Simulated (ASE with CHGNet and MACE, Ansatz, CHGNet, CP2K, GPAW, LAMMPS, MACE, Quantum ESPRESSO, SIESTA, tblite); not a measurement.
# Machine-learned potentials runs on Zn40S29Se11 with crystalline order left by the classical run (80 atoms)

Aim: run Zn40S29Se11 with crystalline order left by the classical run (80 atoms) in machine-learned potentials and see how near its forces come to a plane-wave reference, and at what cost.

Program: ASE with CHGNet and MACE. Level of theory: the method is named at each step. Results are calculated unless marked as measured.

### 1. Set-up

The cell holds 80 atoms: 40 Zn, 29 S and 11 Se. Cell: a = 11.843 Å, b = 11.843 Å, c = 11.843 Å, α = 90.0°, β = 90.0°, γ = 90.0°. 80 atoms (40 Zn, 29 S, 11 Se) placed at random at 4.41 g/cm³, melted at 2500 K for 10 ps at fixed volume with the Stillinger-Weber II-VI potential (Zhou et al., Phys. Rev. B 88, 085309 (2013)). Quenched from 2500 K to 300 K at 4 K/ps and fixed volume, annealed at 800 K for 50 ps, held 5 ps.

The yardstick, on the same geometry:

```
method                                           : Kohn-Sham DFT, PBE, PAW, plane waves (Ansatz 0.2.0); cutoff 420 eV, Γ point, fermi-dirac smearing of 0.05 eV; PAW set soft_2
r.m.s. force component                           : 0.4208 eV/Å
longest force                                    : 2.335 eV/Å
pressure                                         : 1.128 GPa
spacing of highest filled and lowest empty level : 0.2294 eV
SCF cycles                                       : 12
time                                             : 17 s on 8 threads of Arm Neoverse V2, shared host
CPU time                                         : 2.2 min
```

### 2. CHGNet r2SCAN potential

Method: machine-learned interatomic potential CHGNet r2SCAN, trained on r2SCAN plane-wave data.

run.py

```python
import numpy as np
from ase.io import read
import mlip  # loads the published weights by name

atoms = read("structure.xyz")
atoms.calc = mlip.calc("chgnet-r2scan")
energy = atoms.get_potential_energy()
forces = atoms.get_forces()
print(f"energy {energy:.6f} eV")
print("forces (eV/A)")
for i, (a, f) in enumerate(zip(atoms, forces)):
    print(f"{i:4d} {a.symbol:2s} {f[0]:10.5f} {f[1]:10.5f} {f[2]:10.5f}")
stress = -atoms.get_stress(voigt=False) * 160.21766
print("stress (GPa, compression positive)")
for row in stress:
    print(" ".join(f"{x:10.4f}" for x in row))
```

structure.xyz

```xyz
80
Lattice="11.84320 0.00000 0.00000 0.00000 11.84320 0.00000 0.00000 0.00000 11.84320" Properties=species:S:1:pos:R:3 pbc="T T T"
Zn 10.41692 7.23442 5.58738
Zn 2.74644 6.37827 0.92709
Zn 5.37598 9.41937 9.14745
Zn 4.10462 11.42229 0.52098
Zn 11.69090 5.23837 2.45071
Zn 3.66239 8.15878 7.13873
Zn 6.31894 4.33283 1.29766
Zn 3.35032 11.66401 4.99996
Zn 9.57842 2.25684 1.32857
Zn 3.93988 4.98338 9.38751
Zn 1.70400 2.03679 7.73633
Zn 10.53299 3.88256 7.83605
Zn 9.39557 8.93143 8.84036
Zn 6.64451 0.80498 3.35684
Zn 1.09490 0.06561 1.53523
Zn 1.95401 10.36612 9.81576
Zn 11.35656 8.66662 0.37069
Zn 8.47203 3.83637 4.46204
Zn 0.26150 10.50681 6.85899
Zn 1.77459 5.18590 5.79085
Zn 7.44629 2.56405 9.74518
Zn 0.82275 3.41961 11.27887
Zn 6.87521 9.32001 5.65809
Zn 4.97308 0.21495 8.01382
Zn 10.85619 0.37448 9.93692
Zn 11.73981 2.10252 4.77174
Zn 8.26158 10.72828 0.49102
Zn 8.73306 0.57593 6.64996
Zn 3.22076 2.96968 2.81679
Zn 9.93455 10.59493 3.62343
Zn 8.28692 7.41337 2.44207
Zn 3.78864 1.72082 10.98836
Zn 7.20398 5.96803 7.53074
Zn 6.35577 7.16135 10.98658
Zn 5.01133 6.11701 4.24875
Zn 5.26714 3.06016 6.16841
Zn 0.69626 6.91264 9.04714
Zn 4.86732 9.19151 2.51929
Zn 1.54980 8.38996 3.69863
Zn 9.52501 5.59425 11.10489
S 9.04063 1.04161 11.25661
S 10.12866 11.12432 7.98267
S 4.30725 4.96550 2.35372
S 6.81943 1.70151 7.54483
S 6.45348 7.95401 3.68726
S 9.50512 9.27725 1.78430
S 6.57238 4.84221 5.55458
S 2.23079 2.03750 0.87758
S 7.69962 2.73838 2.55564
S 8.03632 11.18685 4.79886
S 1.19214 3.82618 3.86586
S 4.77956 10.19652 6.38017
S 7.64479 6.03150 0.67163
S 10.75351 4.09609 0.54230
S 1.56271 8.97099 8.03549
S 10.66350 7.60630 10.27090
[... 20 atom lines left out ...]
Se 8.47026 7.82385 6.84940
Se 5.46315 3.57878 10.83653
Se 2.72642 10.43658 2.93984
Se 9.74008 5.82851 3.72682
```

Run with:

```bash
$ OMP_NUM_THREADS=1 python run.py > output.txt
```

The log of the run:

```text
CHGNet vr2scan initialized with 412,525 parameters
CHGNet will run on cpu
energy -813.818909 eV
forces (eV/A)
   0 Zn    0.11885    0.23253   -0.17290
   1 Zn    0.14897   -0.10721    0.06557
   2 Zn    0.44229    0.20815    0.71715
   3 Zn    0.89573   -0.19046    0.08284
   4 Zn   -0.13236   -0.07321   -0.02251
   5 Zn   -0.14940    0.19128   -0.17272
   6 Zn   -0.15553   -0.34073   -0.05593
   7 Zn   -0.01636    0.05757   -0.10507
   8 Zn    0.04099   -0.23506   -0.19672
   9 Zn    0.20793    0.06693    0.00412
  10 Zn   -0.04757    0.05573    0.21288
  11 Zn    0.00280   -0.25900   -0.06280
  12 Zn   -0.08060    0.20969   -0.05774
  13 Zn    0.01320   -0.14035   -0.06531
  14 Zn   -0.05480    0.01194   -0.21375
  15 Zn   -0.01380    0.13151    0.07459
  16 Zn   -0.14770    0.14300    0.04512
  17 Zn   -0.01743    0.14140    0.02901
  18 Zn   -0.20440   -0.04889   -0.41090
  19 Zn    0.08859    0.09357   -0.36954
  20 Zn    0.08990   -0.29153    0.01423
  21 Zn   -0.32244   -0.06676   -0.02869
  22 Zn    0.12571    0.04017   -0.36476
  23 Zn    0.45124   -0.03108    0.68803
[...]
72 Se   -0.00078   -0.53282    0.07859
  73 Se   -0.43491   -0.39567   -0.40627
  74 Se    0.36566    0.05627   -0.13437
  75 Se    0.20342    0.15980    0.09275
  76 Se   -0.19754    0.45230    0.12673
  77 Se   -0.33963   -0.25669    0.11430
  78 Se    0.07962    0.12229   -0.19908
  79 Se   -0.07556    0.03059   -0.04088
stress (GPa, compression positive)
   -1.3004     0.2568    -0.3740
    0.2568    -1.2550     0.2443
   -0.3740     0.2443    -1.3341
```

The job ended after 5.3 s (1 thread of Arm Neoverse V2, shared host; peak memory 0.7 GiB).

Banners, paths, timers and routine set-up lines are dropped from the logs unmarked, and long logs keep their key lines alone; longer cuts are marked.

Numbers from this run, and their distance from the reference:

```
r.m.s. force component                  : 0.2563 eV/Å
r.m.s. difference of force components   : 242.9 meV/Å
longest difference of force vectors     : 1249 meV/Å
force difference over r.m.s. force      : 57.73 %
slope of forces against the reference's : 0.5189
correlation of force components         : 0.8519
pressure                                : -1.296 GPa
pressure difference                     : -2.425 GPa
```

Length of the force difference by element (eV/Å):

| element | atoms | mean | most |
| --- | --- | --- | --- |
| S | 29 | 0.37 | 1.2 |
| Se | 11 | 0.39 | 0.85 |
| Zn | 40 | 0.36 | 0.79 |

The surroundings of S63, which bears the longest force, nearest first, numbered as they follow in the input and with coordinates relative to it.

| atom | x | y | z | distance (Å) | bonds | Fx | Fy | Fz (eV/Å) |
| --- | --- | --- | --- | --- | --- | --- | --- | --- |
| S63 | 0.00 | 0.00 | 0.00 | 0.00 | 1 | -1.11 | 0.00 | -0.66 |
| Zn24 | -1.12 | 0.08 | -2.47 | 2.71 | 4 | 0.45 | -0.03 | 0.69 |
| Zn4 | -1.99 | -0.56 | 1.89 | 2.79 | 2 | 0.90 | -0.19 | 0.08 |
| Zn32 | -2.30 | 1.58 | 0.51 | 2.84 | 3 | 0.54 | -0.07 | 0.06 |
| Zn21 | 1.36 | 2.43 | -0.73 | 2.87 | 4 | 0.09 | -0.29 | 0.01 |
| Zn3 | -0.71 | -2.56 | -1.33 | 2.98 | 3 | 0.44 | 0.21 | 0.72 |
| Se74 | 1.51 | -2.69 | -0.08 | 3.09 | 4 | -0.43 | -0.40 | -0.41 |
| Zn27 | 2.17 | -1.25 | 1.86 | 3.12 | 4 | -0.29 | 0.19 | -0.33 |
| S41 | 2.95 | 0.90 | 0.78 | 3.18 | 4 | -0.18 | -0.09 | -0.01 |
| S59 | 0.16 | -1.01 | 3.08 | 3.24 | 4 | -0.60 | 0.45 | 0.29 |
| S62 | -2.31 | -2.39 | 0.48 | 3.36 | 4 | -0.38 | 0.66 | -0.75 |
| S44 | 0.73 | 1.56 | -2.93 | 3.40 | 4 | -0.54 | -0.30 | 0.05 |
| S67 | -3.19 | 0.54 | -1.33 | 3.50 | 4 | 0.27 | -0.23 | -0.27 |
| Se78 | -0.63 | 3.44 | 0.36 | 3.51 | 4 | -0.34 | -0.26 | 0.11 |

Atoms are counted from 1 here, from 0 in the log.

Forces lie 58 % from the reference's, at 0.025 times its CPU time (on 1 against 8 cores).

### 3. MACE MPA-0 medium potential

Method: machine-learned interatomic potential MACE MPA-0 medium, trained on PBE(+U) plane-wave data.

Changes to run.py since step 2:

```diff
@@ -5,3 +5,3 @@
 atoms = read("structure.xyz")
-atoms.calc = mlip.calc("chgnet-r2scan")
+atoms.calc = mlip.calc("mace-mpa-0-medium")
 energy = atoms.get_potential_energy()
```

structure.xyz is that of step 2.

The log of the run:

```text
energy -258.808892 eV
forces (eV/A)
   0 Zn    0.21479    0.33859   -0.43231
   1 Zn    0.17404   -0.27638    0.19159
   2 Zn    0.51888    0.46342    0.45516
   3 Zn    1.35786    0.01134    0.04515
   4 Zn   -0.06163   -0.24514   -0.10105
   5 Zn   -0.21042    0.20720   -0.20119
   6 Zn   -0.29783   -0.63610    0.12099
   7 Zn   -0.04251    0.05815    0.04955
   8 Zn    0.19985   -0.37970   -0.28749
   9 Zn    0.40806    0.09055    0.07761
  10 Zn   -0.17774    0.23295    0.32479
  11 Zn    0.08381   -0.36339   -0.08989
  12 Zn   -0.12826    0.32462   -0.24294
  13 Zn   -0.00906   -0.48885   -0.06591
  14 Zn   -0.09843   -0.23834   -0.46490
  15 Zn   -0.34088    0.41233   -0.12936
  16 Zn   -0.34118    0.18326    0.08518
  17 Zn    0.01698    0.18667    0.21292
  18 Zn   -0.28129    0.06166   -0.66953
  19 Zn    0.03475    0.08128   -0.68757
  20 Zn   -0.07618   -0.87961    0.09135
  21 Zn   -0.31517   -0.36386   -0.11327
  22 Zn    0.22444    0.01953   -0.48779
  23 Zn    0.70016    0.07476    0.92865
[...]
72 Se   -0.05512   -0.82451    0.09606
  73 Se   -0.78386   -0.44168   -0.32076
  74 Se    0.44693    0.24052   -0.20507
  75 Se    0.05094    0.30373    0.13053
  76 Se   -0.15340    0.97872    0.14258
  77 Se   -0.52955   -0.07509    0.10982
  78 Se    0.16710    0.07379   -0.30248
  79 Se   -0.24926    0.26031    0.07413
stress (GPa, compression positive)
    0.9605     0.7557    -0.8852
    0.7557     0.7452     0.8421
   -0.8852     0.8421     0.8910
```

The job ended after 7.8 s (1 thread; peak memory 0.87 GiB).

Numbers from this run, and their distance from the reference:

```yaml
r_m_s_force_component: 0.3889 eV/Å
r_m_s_difference_of_force_components: 90.16 meV/Å
longest_difference_of_force_vectors: 607.7 meV/Å
force_difference_over_r_m_s_force: 21.43 %
slope_of_forces_against_the_reference_s: 0.9042
correlation_of_force_components: 0.9783
pressure: 0.8656 GPa
pressure_difference: -0.2627 GPa
```

Against the first run (58 %), the force difference from the reference is 21 %, at 2.0 times the CPU time.

### 4. MACE MP-0b3 medium potential

Method: machine-learned interatomic potential MACE MP-0b3 medium, trained on PBE(+U) plane-wave data.

Changes to run.py since step 3:

```diff
@@ -5,3 +5,3 @@
 atoms = read("structure.xyz")
-atoms.calc = mlip.calc("mace-mpa-0-medium")
+atoms.calc = mlip.calc("mace-mp-0b3-medium")
 energy = atoms.get_potential_energy()
```

structure.xyz is that of step 3.

The log of the run:

```text
energy -258.798306 eV
forces (eV/A)
   0 Zn    0.18887    0.34278   -0.37959
   1 Zn    0.18904   -0.17866    0.10414
   2 Zn    0.42326    0.53294    0.44004
   3 Zn    1.25586    0.04391    0.05107
   4 Zn   -0.13841   -0.22561   -0.08720
   5 Zn   -0.31956    0.33847   -0.28557
   6 Zn   -0.32998   -0.61603    0.04934
   7 Zn   -0.09799    0.10428   -0.07482
   8 Zn    0.09850   -0.37310   -0.31732
   9 Zn    0.35046    0.01874    0.10724
  10 Zn   -0.10804    0.07901    0.39913
  11 Zn    0.12345   -0.39505   -0.08820
  12 Zn   -0.22026    0.39784   -0.12249
  13 Zn   -0.06255   -0.40605   -0.15071
  14 Zn   -0.18391   -0.16016   -0.45283
  15 Zn   -0.18844    0.18301    0.04729
  16 Zn   -0.24151    0.18106    0.11783
  17 Zn   -0.01785    0.28060    0.22598
  18 Zn   -0.28732   -0.04524   -0.63920
  19 Zn    0.09204    0.01212   -0.61126
  20 Zn   -0.22779   -0.79555    0.10956
  21 Zn   -0.32132   -0.30109   -0.13944
  22 Zn    0.18695    0.09121   -0.52393
  23 Zn    0.69020    0.02854    0.89102
[...]
72 Se    0.01539   -0.72002    0.14551
  73 Se   -0.61310   -0.39712   -0.41186
  74 Se    0.48497    0.23042   -0.20655
  75 Se    0.07675    0.27912    0.11422
  76 Se   -0.17203    0.80769    0.17418
  77 Se   -0.36069   -0.01978    0.05879
  78 Se    0.23251    0.01864   -0.16016
  79 Se   -0.22329    0.18845    0.04686
stress (GPa, compression positive)
    0.6292     0.8159    -0.9015
    0.8159     0.4404     0.9022
   -0.9015     0.9022     0.5373
```

Wall time 6.4 s (1 thread); peak memory 0.88 GiB.

Against the reference:

* r.m.s. force component: 0.3599 eV/Å
* r.m.s. difference of force components: 113.4 meV/Å
* longest difference of force vectors: 784.1 meV/Å
* force difference over r.m.s. force: 26.94 %
* slope of forces against the reference's: 0.8295
* correlation of force components: 0.9698
* pressure: 0.5356 GPa
* pressure difference: -0.5927 GPa

Against the first run (58 %), the force difference from the reference is 27 %, at 1.9 times the CPU time.

### 5. Side by side

Differences are against the plane-wave reference, forces as r.m.s. over components; share is that over the reference's r.m.s. force, slope the least-squares factor from reference forces to these. Total energies of different programs have different zeros and aren't compared.

| run | Δ force, r.m.s. (meV/Å) | share (%) | slope | Δ pressure (GPa) | cores | CPU time | memory (GiB) |
| --- | --- | --- | --- | --- | --- | --- | --- |
| reference | - | - | - | - | 8 | 2.2 min | 2.5 |
| CHGNet r2SCAN potential | 243 | 57.7 | 0.519 | -2.42 | 1 | 3.4 s | 0.7 |
| MACE MPA-0 medium potential | 90.2 | 21.4 | 0.904 | -0.263 | 1 | 6.6 s | 0.87 |
| MACE MP-0b3 medium potential | 113 | 26.9 | 0.830 | -0.593 | 1 | 6.4 s | 0.88 |

Times of the machine-learned potentials are mostly Python's start and the loading of weights.

CPU time is summed over cores on a shared host, where runs went side by side, so it is rough. Symmetry, cutoffs, thresholds, outputs and thread counts weren't matched or tuned between programs; memory under MPI is the largest rank's times the ranks.

### 6. Summary of results

- nearest in forces: MACE MPA-0 medium potential, 21 %
- its CPU time: 6.6 s

Machine-learned potentials differ by 21 % (MACE MPA-0 medium potential) to 58 % (CHGNet r2SCAN potential); they were trained on other programs' data, some at another functional. Among those trained on PBE data the slope goes as low as 0.83. Machine-learned potentials mimic data converged in k, so the reference's own k-point error enters their differences. The quench rate of 4 K/ps is many orders above laboratory rates, so the cell is likely richer in defects and strain than a real sample. The network of bonds at the start is that of the classical potential that made the cell, and needn't be the one that DFT or experiment would give. The electronic-structure runs sample only Γ, in a cell whose shortest periodic width is 12 Å.

[Also dropped from logs without a mark: logging warnings of Python, and SIESTA's first energy breakdown and zero terms.]

[Logs are printed without paths, hosts, clocks, repeated set-up lines and the standing remarks that a program may print on its own settings, such as how far it seeks lower states.]

[Hosts, paths, dates, database ids (printed as entryN), source tags and the programs' standing remarks are cut or masked in the printed files.]
